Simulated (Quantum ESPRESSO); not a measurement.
## E(q) of MnSe from supercells

Wanted: E(q) of MnSe at simple fractions of a reciprocal vector.

Calculated with Quantum ESPRESSO 7.5; LDA with U = 5 eV on Mn d (ortho-atomic projectors); plane waves with GBRV 1.5 LDA potentials, no spin-orbit coupling, flat spiral in a supercell.

The database entry behind the starting cell differs from later determinations by our own check (about 0.4 % short), so it need not match the best structure at ambient conditions.

## (1) Starting point

The structure is cubic, space group Fm-3m (No. 225). The conventional cell has a = 5.440 Å, b = 5.440 Å, c = 5.440 Å, α = 90.00°, β = 90.00°, γ = 90.00°. Nearest to Mn lie 6 Se at 2.72 Å. Nearest to Se lie 6 Mn at 2.72 Å. Farther neighbours and most contacts between anions are not listed.

The cell comes from the Crystallography Open Database.

## (2) Parallel moments, one cell

Input file pw.in:

```
&CONTROL
  calculation = 'scf'
  prefix = 'pwscf'
  outdir = './tmp'
  pseudo_dir = './pseudo'
  disk_io = 'nowf'
/
&SYSTEM
  ibrav = 0
  celldm(1) = 8
  nat = 2
  ntyp = 2
  ecutwfc = 34
  ecutrho = 238
  nbnd = 34
  occupations = 'smearing'
  smearing = 'fd'
  degauss = 0.00999582
  noncolin = .true.
  starting_magnetization(1) = 0.3
  angle1(1) = 90
  angle2(1) = 0
  starting_magnetization(2) = 0
/
&ELECTRONS
  conv_thr = 2d-08
  electron_maxstep = 150
  mixing_beta = 0.3
/
ATOMIC_SPECIES
Mn     54.9380 mn_lda_v1.5.uspp.F.UPF
Se     78.9710 se_lda_v1.uspp.F.UPF
CELL_PARAMETERS alat
   0.0000000000000    0.6425068823728    0.6425068823728
   0.6425068823728    0.0000000000000    0.6425068823728
   0.6425068823728    0.6425068823728    0.0000000000000
ATOMIC_POSITIONS crystal
Mn      0.0000000000    0.0000000000    0.0000000000
Se      0.5000000000    0.5000000000    0.5000000000
K_POINTS automatic
4 4 12 0 0 0
HUBBARD {ortho-atomic}
U Mn-3d 5.0000
```

On the command line:

```sh
$ OMP_NUM_THREADS=1 mpirun -n 4 pw.x -nk 4 -in pw.in > pw.out
```

Output:

```text
Program PWSCF v.7.5 starts

     Message from routine setup:
     using ibrav=0 with symmetry is DISCOURAGED, use correct ibrav instead

     K-points division:     npool     =       4
     Subspace diagonalization in iterative solution of the eigenvalue problem:

     G-vector sticks info
     --------------------
     sticks:   dense  smooth     PW     G-vecs:    dense   smooth      PW
     Sum         859     499    163                16865     7391    1363

     Using Slab Decomposition

     bravais-lattice index     =            0
     lattice parameter (alat)  =       8.0000  a.u.
     unit-cell volume          =     271.6022 (a.u.)^3
     number of atoms/cell      =            2
     number of atomic types    =            2
     number of electrons       =        21.00
     number of Kohn-Sham states=           34
     kinetic-energy cutoff     =      34.0000  Ry
     charge density cutoff     =     238.0000  Ry
     scf convergence threshold =      2.0E-08
     mixing beta               =       0.3000
     number of iterations used =            8  plain     mixing
     Exchange-correlation= SLA  PZ   NOGX NOGC
                           (   1   1   0   0   0   0   0)
     Noncollinear calculation without spin-orbit

     Hubbard projectors: ortho-atomic
     Hubbard parameters of DFT+U (Dudarev formulation) in eV:
     U(Mn-3d) =  5.0000

     Internal variables: lda_plus_u =T, lda_plus_u_kind = 0

     Internal variables: orbital_resolved =F, hub_pot_fix =F, apply_U = F

     celldm(1)=   8.000000  celldm(2)=   0.000000  celldm(3)=   0.000000
     celldm(4)=   0.000000  celldm(5)=   0.000000  celldm(6)=   0.000000

     crystal axes: (cart. coord. in units of alat)
               a(1) = (   0.000000   0.642507   0.642507 )
               a(2) = (   0.642507   0.000000   0.642507 )
               a(3) = (   0.642507   0.642507   0.000000 )

     reciprocal axes: (cart. coord. in units 2 pi/alat)
               b(1) = ( -0.778202  0.778202  0.778202 )
               b(2) = (  0.778202 -0.778202  0.778202 )
               b(3) = (  0.778202  0.778202 -0.778202 )

     PseudoPot. # 1 for Mn read from file:
     mn_lda_v1.5.uspp.F.UPF
     Pseudo is Ultrasoft + core correction, Zval = 15.0
     Generated by new atomic code, or converted to UPF format
     Using radial grid of  859 points,  6 beta functions with:
                l(1) =   0
                l(2) =   0
                l(3) =   1
                l(4) =   1
                l(5) =   2
                l(6) =   2
     Q(r) pseudized with  8 coefficients,  rinner =    0.950   0.950   0.950
                                                       0.950   0.950

     PseudoPot. # 2 for Se read from file:
     se_lda_v1.uspp.F.UPF
     Pseudo is Ultrasoft + core correction, Zval =  6.0
     Generated by new atomic code, or converted to UPF format
     Using radial grid of  877 points,  6 beta functions with:
                l(1) =   0
                l(2) =   0
                l(3) =   1
                l(4) =   1
                l(5) =   2
                l(6) =   2
     Q(r) pseudized with  8 coefficients,  rinner =    1.300   1.300   1.300
                                                       1.300   1.300

     atomic species   valence    mass     pseudopotential
     Mn               15.00    54.93800     Mn( 1.00)
     Se                6.00    78.97100     Se( 1.00)

     16 Sym. Ops., with inversion, found

   Cartesian axes

     site n.     atom                  positions (alat units)
         1        Mn     tau(   1) = (   0.0000000   0.0000000   0.0000000  )
         2        Se     tau(   2) = (   0.6425069   0.6425069   0.6425069  )

     number of k points=    53  Fermi-Dirac smearing, width (Ry)=  0.0100
                       cart. coord. in units 2pi/alat
        k(    1) = (   0.0000000   0.0000000   0.0000000), wk =   0.0052083
        k(    2) = (   0.0648501   0.0648501  -0.0648501), wk =   0.0104167
        k(    3) = (   0.1297003   0.1297003  -0.1297003), wk =   0.0104167
        k(    4) = (   0.1945504   0.1945504  -0.1945504), wk =   0.0416667
        k(    5) = (   0.2594006   0.2594006  -0.2594006), wk =   0.0104167
        [... 48 further k-points ...]

     Dense  grid:    16865 G-vectors     FFT dimensions: (  36,  36,  36)

     Smooth grid:     7391 G-vectors     FFT dimensions: (  27,  27,  27)

     Check: negative core charge=   -0.000017
     Generating pointlists ...
     new r_m :   0.2650 (alat units)  2.1203 (a.u.) for type    1
     new r_m :   0.2650 (alat units)  2.1203 (a.u.) for type    2

     Initial potential from superposition of free atoms

     starting charge      20.4999, renormalised to      21.0000

     STARTING HUBBARD OCCUPATIONS:

     ================= HUBBARD OCCUPATIONS ================
     ------------------------ ATOM    1 ------------------------
     Tr[ns(  1)] (up, down, total) =   2.50000  2.50000  5.00000
     [... lines left out ...]
     Atomic magnetic moment mx, my, mz =     5.000000    0.000000    0.000000

     Number of occupied Hubbard levels =    5.0000

 ==============================================================================
     atom number    1 relative position :    0.0000   0.0000   0.0000
     charge :    13.653551  (integrated on a sphere of radius 0.265)
     magnetization :          4.027643    0.000000    0.000000
     magnetization/charge:    0.294989    0.000000    0.000000
     polar coord.: r, theta, phi [deg] :     4.027643   90.000000    0.000000

 ==============================================================================

 ==============================================================================
     atom number    2 relative position :    0.6425   0.6425   0.6425
     charge :     4.252873  (integrated on a sphere of radius 0.265)
     magnetization :          0.057091    0.000000    0.000000
     magnetization/charge:    0.013424    0.000000    0.000000
     polar coord.: r, theta, phi [deg] :     0.057091   90.000000    0.000000

 ==============================================================================

     Atomic wfc used for Hubbard projectors are orthogonalized

     Starting wfcs are   34 randomized atomic wfcs

     Self-consistent Calculation

     iteration #  1     ecut=    34.00 Ry     beta= 0.30
     Davidson diagonalization with overlap
     ethr =  1.00E-02,  avg # of iterations =  4.2

     ================= HUBBARD OCCUPATIONS ================
     ------------------------ ATOM    1 ------------------------
     Tr[ns(  1)] (up, down, total) =   2.50641  2.50641  5.01282
     [... lines left out ...]
     Atomic magnetic moment mx, my, mz =     4.756273   -0.000000   -0.000000

     Number of occupied Hubbard levels =    5.0128

     total energy              =    -254.23149586 Ry
     estimated scf accuracy    <       0.44648596 Ry

     total magnetization       =     5.00     0.00     0.00 Bohr mag/cell
     absolute magnetization    =     5.00 Bohr mag/cell

     iteration #  2     ecut=    34.00 Ry     beta= 0.30
     Davidson diagonalization with overlap
     ethr =  2.13E-03,  avg # of iterations =  2.1

     total energy              =    -254.29823777 Ry
     estimated scf accuracy    <       0.02617329 Ry

     total magnetization       =     5.00    -0.00     0.00 Bohr mag/cell
     absolute magnetization    =     5.00 Bohr mag/cell

     iteration #  3     ecut=    34.00 Ry     beta= 0.30
     Davidson diagonalization with overlap
     ethr =  1.25E-04,  avg # of iterations =  4.0

     total energy              =    -254.30492154 Ry
     estimated scf accuracy    <       0.00878822 Ry

     total magnetization       =     5.00     0.00    -0.00 Bohr mag/cell
     absolute magnetization    =     5.00 Bohr mag/cell

     [... further iterations left out ...]

     iteration #  7     ecut=    34.00 Ry     beta= 0.30
     Davidson diagonalization with overlap
     ethr =  2.30E-07,  avg # of iterations =  2.0

     total energy              =    -254.30557619 Ry
     estimated scf accuracy    <       0.00001483 Ry

     total magnetization       =     5.00    -0.00     0.00 Bohr mag/cell
     absolute magnetization    =     5.00 Bohr mag/cell

     iteration #  8     ecut=    34.00 Ry     beta= 0.30
     Davidson diagonalization with overlap
     ethr =  7.06E-08,  avg # of iterations =  2.5

     total energy              =    -254.30558058 Ry
     estimated scf accuracy    <       0.00000022 Ry

     total magnetization       =     5.00    -0.00    -0.00 Bohr mag/cell
     absolute magnetization    =     5.00 Bohr mag/cell

     iteration #  9     ecut=    34.00 Ry     beta= 0.30
     Davidson diagonalization with overlap
     ethr =  1.05E-09,  avg # of iterations =  6.2

     total energy              =    -254.30558078 Ry
     estimated scf accuracy    <       0.00000028 Ry

     total magnetization       =     5.00    -0.00     0.00 Bohr mag/cell
     absolute magnetization    =     5.00 Bohr mag/cell

     iteration # 10     ecut=    34.00 Ry     beta= 0.30
     Davidson diagonalization with overlap
     ethr =  1.05E-09,  avg # of iterations =  2.0

 ==============================================================================
     atom number    1 relative position :    0.0000   0.0000   0.0000
     charge :    13.308577  (integrated on a sphere of radius 0.265)
     magnetization :          4.562368    0.000000    0.000000
     magnetization/charge:    0.342814    0.000000    0.000000
     polar coord.: r, theta, phi [deg] :     4.562368   90.000000    0.000000

 ==============================================================================

 ==============================================================================
     atom number    2 relative position :    0.6425   0.6425   0.6425
     charge :     4.413461  (integrated on a sphere of radius 0.265)
     magnetization :          0.085049    0.000000    0.000000
     magnetization/charge:    0.019270    0.000000    0.000000
     polar coord.: r, theta, phi [deg] :     0.085049   90.000000    0.000000

 ==============================================================================

     End of self-consistent calculation

     ================= HUBBARD OCCUPATIONS ================
     ------------------------ ATOM    1 ------------------------
     Tr[ns(  1)] (up, down, total) =   2.61498  2.61498  5.22996
     [... lines left out ...]
     Atomic magnetic moment mx, my, mz =     4.721916   -0.000000   -0.000000

     Number of occupied Hubbard levels =    5.2300
     [... lines left out ...]
     the Fermi energy is     9.5276 ev

!    total energy              =    -254.30558081 Ry
     estimated scf accuracy    <       0.00000001 Ry
     smearing contrib. (-TS)   =      -0.00070497 Ry
     internal energy E=F+TS    =    -254.30487584 Ry

     The total energy is F=E-TS. E is the sum of the following terms:
     one-electron contribution =    -140.19401235 Ry
     hartree contribution      =      77.03324164 Ry
     xc contribution           =     -55.70638550 Ry
     ewald contribution        =    -135.48501961 Ry
     Hubbard energy            =       0.04729998 Ry

     total magnetization       =     5.00     0.00     0.00 Bohr mag/cell
     absolute magnetization    =     5.00 Bohr mag/cell

     convergence has been achieved in  10 iterations

=------------------------------------------------------------------------------=
   JOB DONE.
=------------------------------------------------------------------------------=
```

The job ended after 22 s (4 MPI ranks of Arm Neoverse V1, shared host; peak memory 0.43 GiB; 85 s of CPU time).

Spin moment in the atom's sphere by atom:

```
atom  x (μB)  y (μB)  z (μB)  size
 Mn1    4.56    0.00    0.00  4.56
 Se2    0.09    0.00    0.00  0.09
```

This step gave:

| Item | Value |
| --- | --- |
| smearing term TS | 0.009592 eV |
| magnetization | 5, 0, 0 μB |
| absolute magnetization | 5 μB |
| final state | ferromagnetic |

## (3) One turn in 2 cells along the input cell's c

Neighbouring cells are turned by 180° in the xy plane; the cell holds 4 atoms.

Input file pw.in:

```
&CONTROL
  calculation = 'scf'
  prefix = 'pwscf'
  outdir = './tmp'
  pseudo_dir = './pseudo'
  disk_io = 'nowf'
/
&SYSTEM
  ibrav = 0
  celldm(1) = 8
  nat = 4
  ntyp = 4
  ecutwfc = 34
  ecutrho = 238
  nbnd = 60
  occupations = 'smearing'
  smearing = 'fd'
  degauss = 0.00999582
  noncolin = .true.
  starting_magnetization(1) = 0.3
  angle1(1) = 90
  angle2(1) = 0
  starting_magnetization(2) = 0.3
  angle1(2) = 90
  angle2(2) = 180
  starting_magnetization(3) = 0
  starting_magnetization(4) = 0
/
&ELECTRONS
  conv_thr = 4d-08
  electron_maxstep = 150
  mixing_beta = 0.3
/
ATOMIC_SPECIES
Mn1    54.9380 mn_lda_v1.5.uspp.F.UPF
Mn2    54.9380 mn_lda_v1.5.uspp.F.UPF
Se1    78.9710 se_lda_v1.uspp.F.UPF
Se2    78.9710 se_lda_v1.uspp.F.UPF
CELL_PARAMETERS alat
   0.0000000000000    0.6425068823728    0.6425068823728
   0.6425068823728    0.0000000000000    0.6425068823728
   1.2850137647455    1.2850137647455    0.0000000000000
ATOMIC_POSITIONS crystal
Mn1     0.0000000000    0.0000000000    0.0000000000
Mn2     0.0000000000    0.0000000000    0.5000000000
Se1     0.5000000000    0.5000000000    0.2500000000
Se2     0.5000000000    0.5000000000    0.7500000000
K_POINTS automatic
4 4 6 0 0 0
HUBBARD {ortho-atomic}
U Mn1-3d 5.0000
U Mn2-3d 5.0000
```

Output:

```text
     [... lines left out ...]
Program PWSCF v.7.5 starts
     [... lines left out ...]
     number of atoms/cell      =            4
     [... lines left out ...]
     number of electrons       =        42.00
     number of Kohn-Sham states=           60
     kinetic-energy cutoff     =      34.0000  Ry
     charge density cutoff     =     238.0000  Ry
     scf convergence threshold =      4.0E-08
     [... lines left out ...]
     Noncollinear calculation without spin-orbit
     [... lines left out ...]
      2 Sym. Ops. (no inversion) found
     [... lines left out ...]
     number of k points=    52  Fermi-Dirac smearing, width (Ry)=  0.0100
     [... lines left out ...]
     iteration # 15     ecut=    34.00 Ry     beta= 0.30
     [... lines left out ...]
     atom number    1 relative position :    0.0000   0.0000   0.0000
     [... lines left out ...]
     magnetization :          4.478289   -0.000057    0.000057
     [... lines left out ...]
     atom number    2 relative position :    0.6425   0.6425   0.0000
     [... lines left out ...]
     magnetization :         -4.478290   -0.000032    0.000032
     [... lines left out ...]
     atom number    3 relative position :    0.6425   0.6425   0.6425
     [... lines left out ...]
     magnetization :          0.000000   -0.000001    0.000001
     [... lines left out ...]
     atom number    4 relative position :    1.2850   1.2850   0.6425
     [... lines left out ...]
     magnetization :          0.000000   -0.000001    0.000001
     [... lines left out ...]
     Tr[ns(  1)] (up, down, total) =   2.63252  2.63246  5.26498
     [... lines left out ...]
     Tr[ns(  2)] (up, down, total) =   2.63251  2.63247  5.26498
     [... lines left out ...]
     the Fermi energy is     9.4484 ev
!    total energy              =    -508.61664949 Ry
     estimated scf accuracy    <          9.2E-10 Ry
     smearing contrib. (-TS)   =      -0.00010801 Ry
     [... lines left out ...]
     total magnetization       =    -0.00    -0.00     0.00 Bohr mag/cell
     absolute magnetization    =     9.47 Bohr mag/cell
     convergence has been achieved in  15 iterations
```

Elapsed: 1.9 min, on 4 MPI ranks; peak memory 0.75 GiB; 7.5 min of CPU time.

Spin moment in the atom's sphere by atom:

```
atom  x (μB)  y (μB)  z (μB)  size
 Mn1    4.48    0.00    0.00  4.48
 Mn2   -4.48    0.00    0.00  4.48
 Se3    0.00    0.00    0.00  0.00
 Se4    0.00    0.00    0.00  0.00
```

This step gave:

```yaml
smearing_term_ts: 0.001470 eV
magnetization: 0, 0, 0 μB
absolute_magnetization: 9.47 μB
final_state: antiferromagnetic
```

(Continued in part 2 of 2.)

[Logs and program files are shortened in this print: banners, set-up blocks, solver, clock and traceback lines can be left out without a mark of their own.]

[Logs are printed without paths, hosts, clocks, repeated set-up lines and the standing remarks that a program may print on its own settings, such as how far it seeks lower states.]

[Hosts, paths, dates, database ids (printed as entryN), source tags and the programs' standing remarks are cut or masked in the printed files.]

[Where a cell is said to come from a database of computed structures, the database is the Materials Project.]
